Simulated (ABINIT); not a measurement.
## Beyond one shot: TiO2 (Anatase)

Aim: iterate the self-energy on TiO2 (Anatase) and follow the gap from cycle to cycle.

Method: LDA and many-body steps on it, plane waves, in ABINIT 10.8.3.

**Experimental background.**

- Gap 3.18 ± 0.03 eV: direct optical gap from Kubelka-Munk plot; UV-Vis diffuse reflectance; 300 K; powder (“Effect of Ethylene Glycol: Citric Acid Molar Ratio and pH on the Morphology, Vibrational, Optical and Electronic Properties of TiO2 and CuO Powders Synthesized by Pechini Method”, 2022, pmc:9369947).

- Gap 3.3 eV: indirect optical gap from Tauc plot; spectroscopic ellipsometry, Tauc plot; film (electron-beam evaporated polycrystalline film on Si, about 100 nm, slightly oxygen deficient (about 2 at%)) (“Defective TiO2 with high photoconductive gain for efficient and stable planar heterojunction perovskite solar cells”, 2016, pmc:4992141).

- Gap 3.261 eV: indirect optical gap from reflection cut-off wavelength, 143 nm particles (bulk-like); UV-VIS-NIR reflection spectroscopy; 300 K; powder (commercial powder, mean particle diameter 143 nm, hand pressed) (“Part I: determination of a structure/property transformation mechanism responsible for changes in the point of zero change of anatase titania with decreasing particle size”, 2024, pmc:11477903).

- Gap 3.17 eV: gap from valence band edge and flat band potential; valence-band XPS and Mott-Schottky plots; film (“Enhancement of Titania Photoanode Performance by Sandwiching Copper between Two Titania Layers”, 2020, pmc:7579609).

- Gap 3.98 eV: direct quasiparticle gap around Gamma; experiment quoted from earlier work; bulk crystal (anatase, value from earlier experiment) (quoted in “Giant exciton Mott density in anatase TiO2”, 2020, arxiv:2007.10051).

This is a selection; 13 further reports are not listed.

Most raw output is cut from this account.

**1. Set-up**

Symmetry: I4_1/amd, No. 141, tetragonal system. Conventional cell: a = 3.784 Å, b = 3.784 Å, c = 9.515 Å, α = 90.00°, β = 90.00°, γ = 90.00°. Nearest to Ti lie 6 O at 1.93 to 1.98 Å. Nearest to O lie 3 Ti at 1.93 to 1.98 Å. Farther neighbours and most contacts between anions are not listed.

As a file:

```cif
data_structure
_symmetry_space_group_name_H-M 'P 1'
_symmetry_Int_Tables_number 1
_cell_length_a 5.4582
_cell_length_b 5.4582
_cell_length_c 5.4582
_cell_angle_alpha 139.435
_cell_angle_beta 139.435
_cell_angle_gamma 58.713
_cell_volume 68.13
loop_
_atom_site_label
_atom_site_type_symbol
_atom_site_fract_x
_atom_site_fract_y
_atom_site_fract_z
_atom_site_occupancy
Ti1 Ti 0.00000 0.00000 0.00000 1
Ti2 Ti 0.75000 0.25000 0.50000 1
O3 O 0.20810 0.20810 0.00000 1
O4 O 0.95810 0.45810 0.50000 1
O5 O 0.54190 0.04190 0.50000 1
O6 O 0.79190 0.79190 0.00000 1
```

The cell and positions come from the Crystallography Open Database and are kept as given unless a step says otherwise.

**2. Empty states on the mesh, 4×4×4 mesh, 127 bands**

This step: ABINIT 10.8.3; DFT, LDA, plane waves, norm-conserving pseudopotentials.

The sums over transitions need many empty states on a uniform mesh; this step solves for them.

File run.abi:

```
acell 3*1.0 Angstrom
rprim 
  -1.892100000000 1.892100000000 4.757300000000
  1.892100000000 -1.892100000000 4.757300000000
  1.892100000000 1.892100000000 -4.757300000000
ntypat 2
znucl 22 8
natom 6
typat 1 1 2 2 2 2
xred 
  0.000000000000 0.000000000000 0.000000000000
  0.750000000000 0.250000000000 0.500000000000
  0.208100000000 0.208100000000 0.000000000000
  0.958100000000 0.458100000000 0.500000000000
  0.541900000000 0.041900000000 0.500000000000
  0.791900000000 0.791900000000 0.000000000000
pp_dirpath "pseudos"
pseudos "Ti.upf, O.upf"
ecut 38
ngkpt 4 4 4
nshiftk 1
shiftk 0 0 0
kptopt 1
chksymbreak 0
iscf -2
irdden 1
istwfk *1
nband 127
nbdbuf 10
tolwfr 1e-09
nstep 60
prtvol 0
indata_prefix "in"
outdata_prefix "out"
tmpdata_prefix "tmp"
```

The run is started by

```bash
> OMP_NUM_THREADS=1 mpirun -n 4 abinit run.abi > log
```

Run time: 1.8 min. Hardware: 4 MPI ranks of Arm Neoverse V1, shared host; peak memory 0.47 GiB; 7.3 min of CPU time.

This step gave:

- gap: 2.087 eV
- k of the valence top: 0.5, 0.5, 0
- k of the conduction bottom: 0, 0, 0
- least direct gap: 2.398 eV
- k points computed: 13
- lowest point of the top converged band, above the valence top: 61.1704 eV

On this mesh the gap is 2.087 eV.

The density comes from a self-consistent run that is not shown.

**3. Screening, 4×4×4 mesh, 117 bands, screening to 106.1 eV**

The RPA dielectric matrix is built and inverted for each q.

This step: RPA screening on LDA, plane waves, norm-conserving pseudopotentials.

Edit run.abi of step 2 so:

```diff
@@ -24,10 +24,11 @@
 chksymbreak 0
-iscf -2
-irdden 1
 istwfk *1
-nband 127
-nbdbuf 10
-tolwfr 1e-09
-nstep 60
-prtvol 0
+occopt 1
+irdwfk 1
+optdriver 3
+nband 117
+ecuteps 3.9
+inclvkb 2
+awtr 1
+symchi 1
 indata_prefix "in"
```

The job ended after 27 min (4 MPI ranks; peak memory 15 GiB; 1.8 h of CPU time).

This step gave:

```
ε∞ with local fields, on this mesh, along the program's q direction : 7.007
the same without local fields                                       : 7.297
plasma frequency                                                    : 31.17 eV
plane waves in the screening matrix                                 : 171
```

Local fields lower ε∞ by 4 %.

**4. G0W0**

The self-energy is evaluated for the states that the input lists, and the levels follow from it, in one-shot runs by the linearised quasiparticle equation.

This step: G0W0 on LDA, plane waves, norm-conserving pseudopotentials.

Edit run.abi of step 3 so:

```diff
@@ -27,8 +27,23 @@
 irdwfk 1
-optdriver 3
+optdriver 4
 nband 117
+gwcalctyp 0
+ecutsigx 38
+symsigma 1
+nkptgw 5
+kptgw 
+  0.5000000000 0.5000000000 0.0000000000
+  0.0000000000 0.0000000000 0.0000000000
+  -0.2500000000 -0.2500000000 0.2500000000
+  0.5000000000 0.0000000000 0.0000000000
+  0.5000000000 0.5000000000 0.5000000000
+bdgw 
+  23 26
+  23 26
+  23 26
+  23 26
+  23 26
 ecuteps 3.9
-inclvkb 2
-awtr 1
-symchi 1
+irdscr 1
+ppmodel 1
 indata_prefix "in"
```

It took 82 s on 4 MPI ranks; peak memory 10 GiB.

Numbers from this step:

| Item | Value |
| --- | --- |
| G0W0 gap on the mesh | 3.740 eV |
| starting gap on the mesh | 2.087 eV |
| k of the valence top | 0.5, 0.5, 0 |
| k of the conduction bottom | 0, 0, 0 |
| Z at the valence top | 0.765 |
| Z at the conduction bottom | 0.788 |
| least direct G0W0 gap on the computed points | 4.074 eV |

The gap on the mesh goes from 2.09 eV to 3.74 eV, a correction of +1.65 eV.

**5. evGW0, cycle 1**

This step: evGW0 on LDA, plane waves, norm-conserving pseudopotentials.

Edit run.abi of step 4 so:

```diff
@@ -29,18 +29,34 @@
 nband 117
-gwcalctyp 0
+gwcalctyp 10
 ecutsigx 38
 symsigma 1
-nkptgw 5
+nkptgw 13
 kptgw 
+  0.0000000000 0.0000000000 0.0000000000
+  0.2500000000 0.0000000000 0.0000000000
+  0.5000000000 0.0000000000 0.0000000000
+  0.2500000000 0.2500000000 0.0000000000
+  0.5000000000 0.2500000000 0.0000000000
+  -0.2500000000 0.2500000000 0.0000000000
   0.5000000000 0.5000000000 0.0000000000
-  0.0000000000 0.0000000000 0.0000000000
+  0.2500000000 0.2500000000 0.2500000000
+  -0.2500000000 0.2500000000 0.2500000000
+  0.5000000000 0.5000000000 0.2500000000
+  -0.2500000000 0.5000000000 0.2500000000
   -0.2500000000 -0.2500000000 0.2500000000
-  0.5000000000 0.0000000000 0.0000000000
   0.5000000000 0.5000000000 0.5000000000
 bdgw 
-  23 26
-  23 26
-  23 26
-  23 26
-  23 26
+  13 30
+  13 30
+  13 30
+  13 30
+  13 30
+  13 30
+  13 30
+  13 30
+  13 30
+  13 30
+  13 30
+  13 30
+  13 30
 ecuteps 3.9
```

The job ended after 24 min (4 MPI ranks; peak memory 14 GiB).

Numbers from this step:

```
quasiparticle gap on the mesh                         : 4.183 eV
gap of the density functional on the mesh             : 2.087 eV
k of the valence top                                  : 0.5, 0.5, 0
k of the conduction bottom                            : 0, 0, 0
Z at the valence top                                  : 0.765
Z at the conduction bottom                            : 0.788
least direct quasiparticle gap on the computed points : 4.528 eV
```

Against G0W0 in ABINIT (4×4×4 mesh, 117 bands, screening to 106.1 eV, Godby-Needs plasmon pole), the gap moves by +0.443 eV. This first cycle still uses the starting levels; it takes the full correction, at all points of the mesh, and its linearised value is 3.740 eV.

**6. evGW0, cycle 2**

The corrected levels of the last cycle go back in.

Edit run.abi of step 5 so:

```diff
@@ -64,2 +64,3 @@
 ppmodel 1
+irdqps 1
 indata_prefix "in"
```

Wall time 25 min (4 MPI ranks); peak memory 14 GiB; 1.7 h of CPU time.

Numbers from this step:

- quasiparticle gap on the mesh: 4.073 eV
- gap of the density functional on the mesh: 2.087 eV
- k of the valence top: 0.5, 0.5, 0
- k of the conduction bottom: 0, 0, 0
- least direct quasiparticle gap on the computed points: 4.418 eV

Against the cycle before, the gap moves by −0.110 eV.

**7. evGW0, cycle 3**

run.abi is that of step 6.

The job ended after 24 min (4 MPI ranks; peak memory 14 GiB; 1.6 h of CPU time).

Numbers from this step:

```yaml
quasiparticle_gap_on_the_mesh: 4.071 eV
gap_of_the_density_functional_on_the_mesh: 2.087 eV
k_of_the_valence_top: 0.5, 0.5, 0
k_of_the_conduction_bottom: 0, 0, 0
least_direct_quasiparticle_gap_on_the_computed_points: 4.415 eV
```

Against the cycle before, the gap moves by −0.002 eV.

**8. Side by side**

Times are wall times on 4 MPI ranks of Arm Neoverse V1, shared host, good to a factor of about two. A run's time includes the screening step that it read.

| run | mesh | bands | screening cutoff (eV) | DFT gap (eV) | gap on the mesh (eV) | direct (eV) | ε∞ used | time |
| --- | --- | --- | --- | --- | --- | --- | --- | --- |
| G0W0 | 4×4×4 | 117 | 106.1 | 2.087 | 3.740 | 4.074 | 7.01 | 29 min |
| evGW0, cycle 1 | 4×4×4 | 117 | 106.1 | 2.087 | 4.183 | 4.528 | 7.01 | 51 min |
| evGW0, cycle 2 | 4×4×4 | 117 | 106.1 | 2.087 | 4.073 | 4.418 | 7.01 | 52 min |
| evGW0, cycle 3 | 4×4×4 | 117 | 106.1 | 2.087 | 4.071 | 4.415 | 7.01 | 51 min |

**9. Outcome**

| Quantity | Value |
| --- | --- |
| G0W0 | 3.740 eV |
| evGW0, cycle 1 | 4.183 eV |
| evGW0, cycle 2 | 4.073 eV |
| evGW0, cycle 3 | 4.071 eV |
| known limits | not at the basis limit |

What this shows: Only the bands that the input lists are updated; the others, empty or deep, keep the functional's energies or take a rigid shift. evGW0 ends at 4.07 eV, +0.33 eV from G0W0, after 3 cycles that took 73 min beside the first screening; the last moved the gap by 0.002 eV. The first cycle of evGW0 takes the full correction, without the factor Z, so it overshoots the one-shot value. Against experiment, by evGW0, cycle 3: the direct gap of 4.41 eV lies +1.23 eV from the measured 3.18 ± 0.03 eV (direct, 300 K, 2022); the gap of 4.07 eV lies +0.77 eV from the measured 3.3 eV (indirect, 2016); the gap of 4.07 eV lies +0.81 eV from the measured 3.261 eV (indirect, 300 K, 2024); the gap of 4.07 eV lies +0.90 eV from the measured 3.17 eV (kind not stated, 2020); the direct gap of 4.41 eV lies +0.43 eV from the measured 3.98 eV (electronic, quoted 2020). An exciton line or allowed optical edge lies below the quasiparticle gap by the binding energy; a forbidden edge can push the onset above it. These are gaps on the mesh, at modest bands and cutoff. The calculation has static nuclei and no excitons; a measured gap holds zero-point and thermal motion, which mostly lowers it. Bands and cutoff are finite, so the gap is not at the basis limit. The miss can reach some tenths of an eV and take either sign; the mesh is an error of its own.

[Paths, hosts, dates, memory and timing lines, banners, echoed tables and standing remarks are left out of the program output.]

[Logs are printed without paths, hosts, clocks, repeated set-up lines and the standing remarks that a program may print on its own settings, such as how far it seeks lower states.]

[Runs of the session that timed out or met a known fault of the program may be left out.]

[Hosts, paths, dates, database ids (printed as entryN), source tags and the programs' standing remarks are cut or masked in the printed files.]

[G0W0 gaps are taken among the corrected bands and points alone; a level outside them can change the order at an edge.]

[Where Ansatz stands beside ABINIT at settings called matched, ABINIT's density can come from a denser mesh and the files from another edition; pairs whose starting gaps differed by over 0.03 eV were left out, so agreement reads better than it is.]
